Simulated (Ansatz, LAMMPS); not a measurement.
## Atom list for Mg2+ TFSI- in gamma-butyrolactone, made at 470 K (110 atoms)

The starting structure: 4 gamma-butyrolactone, 2 Mg2+, 4 TFSI- placed at random, at 1.5 g/cm³; overlaps pushed apart, then 10 ps at 550 K with divalent ions of Li, Roberts, Chakravorty and Merz (J. Chem. Theory Comput. 9, 2733 (2013)); MMFF94 bonds, angles, torsions, charges and radii (Halgren, J. Comput. Chem. 17, 490 (1996)) in harmonic and 12-6 forms; charges of ions scaled by 0.8. Snapshot after 30 ps at 470 K and fixed volume.

Geometry: the last frame of 130 fs of DFT dynamics near 585 K. Computed with Ansatz 0.2.0: Kohn-Sham DFT, PBE+D4, PAW (set soft_2), plane waves; cutoff 420 eV, Γ point, fermi-dirac smearing of 0.025 eV; density 1.50 g/cm³.

Cell vectors (Å):

```
11.872 0.000 0.000
0.000 11.872 0.000
0.000 0.000 11.872
```

Positions in Å, forces in eV/Å, q the Löwdin charge in e:

```tsv
atom	x	y	z	q	fx	fy	fz
N1	11.645	5.289	2.737	-0.91	-0.753	-0.593	-0.871
S2	10.934	4.689	1.438	2.24	2.257	-0.689	-0.155
O3	9.812	5.505	1.229	-0.73	-3.134	1.159	-0.246
O4	10.855	3.247	1.363	-0.73	-0.095	-0.063	0.447
C5	0.090	5.185	11.851	0.65	-0.311	1.996	-1.325
F6	11.279	4.997	10.674	-0.24	-0.241	-0.247	0.653
F7	1.252	4.632	11.711	-0.16	1.068	-0.653	0.423
F8	0.272	6.551	0.060	-0.25	-0.038	-0.418	0.220
S9	1.200	5.446	3.253	2.25	-0.378	6.110	-4.157
O10	2.308	5.675	2.343	-0.71	-0.373	-0.641	-0.095
O11	1.369	4.669	4.373	-0.80	1.526	-3.995	5.749
C12	1.002	7.287	4.019	0.64	-0.782	0.751	-1.384
F13	0.012	7.384	4.905	-0.22	-1.112	-0.502	-0.003
F14	0.713	8.207	2.961	-0.28	0.208	-1.371	0.989
F15	2.037	7.798	4.652	-0.19	1.495	-0.270	-0.173
N16	2.297	11.288	6.840	-0.85	-0.093	0.024	-0.574
S17	2.582	10.045	7.806	2.12	-1.077	-1.292	-1.085
O18	3.243	10.386	9.038	-0.76	0.521	0.816	1.320
O19	3.183	8.946	7.079	-0.70	-0.701	-0.095	0.401
C20	0.739	9.584	8.326	0.70	-0.144	-0.415	-0.142
F21	11.739	10.602	8.419	-0.19	0.529	-0.231	-0.314
F22	0.786	8.969	9.528	-0.19	0.124	0.156	-0.739
F23	0.279	8.723	7.367	-0.22	0.295	0.437	0.740
S24	3.557	11.758	5.999	2.15	-1.509	-0.405	0.147
O25	4.622	0.331	6.860	-0.80	1.602	-0.031	0.538
O26	3.166	0.942	5.102	-0.77	-0.384	0.093	-1.007
C27	4.370	10.371	4.790	0.69	0.563	-1.171	0.252
F28	5.432	11.047	4.383	-0.19	0.712	0.136	-0.130
F29	3.569	10.178	3.742	-0.18	-0.151	-0.264	0.560
F30	4.838	9.111	5.266	-0.22	-0.988	2.437	-0.906
N31	3.024	3.636	9.461	-0.90	0.852	2.775	-2.015
S32	3.446	4.295	8.038	2.20	-2.844	-0.001	1.416
O33	3.377	3.430	6.898	-0.79	-0.759	-1.636	-1.658
O34	4.589	5.110	8.113	-0.72	2.428	1.354	0.611
C35	2.043	5.631	7.854	0.69	1.108	-1.246	3.109
F36	2.413	6.457	6.933	-0.15	0.241	0.979	-0.506
F37	2.002	6.197	9.163	-0.26	-0.024	0.043	-2.001
F38	0.854	5.154	7.597	-0.19	-0.989	-0.493	-0.254
S39	2.832	2.265	10.034	2.18	0.152	-0.617	4.383
O40	2.742	2.366	11.544	-0.72	0.807	-0.502	-3.198
O41	3.706	1.206	9.520	-0.83	-0.006	-0.033	-0.353
C42	1.088	1.782	9.723	0.68	-0.031	-0.691	-0.601
F43	0.573	1.879	8.485	-0.22	0.051	1.363	-0.207
F44	0.359	2.409	10.637	-0.18	-0.785	-0.147	-0.519
F45	1.091	0.475	9.921	-0.22	-0.277	-1.571	1.151
N46	7.720	0.290	10.763	-0.89	-0.214	-1.710	2.999
S47	7.729	1.170	9.551	2.18	2.488	1.590	-4.130
O48	6.578	0.975	8.630	-0.83	0.374	-0.055	0.422
O49	9.059	1.227	8.880	-0.72	-1.873	-0.561	1.062
C50	7.562	3.004	9.873	0.67	-0.128	1.379	-1.184
F51	6.352	3.314	10.422	-0.20	1.244	-0.051	0.084
F52	7.566	3.532	8.574	-0.24	-0.234	-0.378	1.243
F53	8.626	3.584	10.482	-0.18	-1.364	-0.735	0.203
S54	6.761	10.936	11.185	2.14	1.783	-1.244	0.292
O55	7.387	9.619	11.080	-0.69	0.203	1.263	0.037
O56	5.451	10.976	10.586	-0.79	-1.434	0.779	-0.296
C57	6.509	11.026	1.215	0.72	-1.047	1.828	-0.753
F58	5.884	0.254	1.751	-0.22	0.690	-0.299	-0.851
F59	7.652	10.846	1.798	-0.17	1.414	-0.073	0.767
F60	5.711	10.018	1.405	-0.18	-0.990	-1.578	0.522
O61	1.630	2.017	3.102	-0.52	-0.154	1.045	0.444
C62	1.626	1.079	2.318	0.62	-0.260	0.525	0.356
C63	0.379	0.363	1.870	-0.31	0.398	-0.096	-0.291
C64	0.911	11.081	1.038	-0.29	0.453	-0.673	-2.126
C65	2.487	11.378	0.871	-0.09	-2.118	0.512	2.723
O66	2.768	0.638	1.874	-0.22	-0.267	-1.555	-1.581
H67	11.684	1.073	1.203	0.24	0.003	-0.441	1.149
H68	11.769	0.008	2.825	0.21	-0.095	0.669	-1.081
H69	0.431	11.021	0.004	0.19	0.591	0.408	1.047
H70	0.638	10.080	1.436	0.21	0.748	0.428	0.250
H71	3.091	10.620	1.271	0.23	0.810	-1.483	0.355
H72	2.862	11.691	11.819	0.23	0.207	0.665	-1.594
O73	5.842	9.933	7.971	-0.51	0.434	-1.476	0.711
C74	6.708	9.087	7.670	0.60	-0.985	3.654	-0.130
C75	6.909	7.684	7.991	-0.34	-0.820	-1.170	0.171
C76	8.119	7.270	7.107	-0.29	0.682	0.312	1.345
C77	8.700	8.684	6.723	-0.06	0.846	-0.375	-0.013
O78	7.557	9.546	6.725	-0.25	-0.189	-0.444	-0.124
H79	5.873	7.341	7.782	0.28	0.193	-0.603	-1.088
H80	6.831	7.227	9.005	0.26	0.861	1.151	0.066
H81	7.802	6.672	6.276	0.22	-0.120	-0.296	-0.821
H82	8.828	6.655	7.732	0.22	-0.394	0.605	-0.694
H83	9.276	9.106	7.561	0.20	0.553	-0.511	-0.048
H84	9.301	8.881	5.777	0.21	-0.859	-0.775	0.819
O85	0.445	2.202	5.453	-0.50	-2.729	-0.001	0.670
C86	11.117	1.793	5.388	0.60	2.966	0.113	-0.727
C87	9.822	2.455	5.857	-0.32	-0.276	-0.844	0.477
C88	8.617	1.461	5.353	-0.30	3.872	-0.961	1.674
C89	9.533	0.117	4.990	-0.07	0.181	1.987	0.586
O90	10.970	0.600	4.758	-0.25	-1.825	0.845	2.106
H91	9.810	3.514	5.521	0.24	-0.145	-0.509	-0.288
H92	9.890	2.560	6.987	0.24	-0.234	-0.458	-0.976
H93	8.073	1.869	4.560	0.22	-0.522	0.517	-1.752
H94	7.890	1.276	6.139	0.23	0.145	-0.275	0.400
H95	9.541	11.205	5.798	0.20	0.005	0.792	-0.755
H96	9.436	11.641	3.992	0.23	-1.259	-0.948	-0.782
O97	4.021	3.816	4.206	-0.47	-0.296	0.813	-0.648
C98	4.927	4.105	3.429	0.61	1.826	-2.351	1.736
C99	5.342	5.321	2.692	-0.32	-2.651	1.244	-1.220
C100	6.158	4.763	1.515	-0.28	1.620	0.049	-0.529
C101	6.835	3.459	2.186	-0.07	-1.706	0.339	0.069
O102	5.909	3.122	3.314	-0.28	-0.737	1.127	-1.029
H103	5.903	6.037	3.302	0.24	0.204	-0.283	0.355
H104	4.327	5.885	2.466	0.23	1.951	-0.933	-0.099
H105	6.898	5.514	1.041	0.21	-0.604	-1.061	1.200
H106	5.574	4.497	0.624	0.22	-0.451	-0.314	0.454
H107	6.832	2.500	1.614	0.21	0.286	0.954	-0.103
H108	7.772	3.652	2.686	0.21	0.700	0.177	-0.212
Mg109	2.291	2.862	4.801	1.62	0.097	-0.197	0.077
Mg110	4.997	11.662	8.714	1.61	-0.406	-0.396	0.568
```

The network of contacts between molecules at the start is that of the classical potential that made the cell, and needn't be the one that DFT or experiment would give. The density was typed from a rule of thumb and may lie off the real one at this temperature. Only the Γ point is sampled, in a cell whose shortest periodic width is 12 Å. The Löwdin charges lack the electrons that the projection spills, 0.070 e an atom on average.

The r.m.s. force component is 1.24 eV/Å; the longest force, 7.40 eV/Å, acts on S9.

[Long decimals in the printed logs are rounded to 6 places.]

[Logs are printed without paths, hosts, clocks, repeated set-up lines and the standing remarks that a program may print on its own settings, such as how far it seeks lower states.]

[Hosts, paths, dates, database ids (printed as entryN), source tags and the programs' standing remarks are cut or masked in the printed files.]

[The MMFF94 radii named for the starting cell were scaled by 0.96; in molecules described by MMFF94, hydrogen bound to N, O or S took a small fixed 12-6 site in their place.]
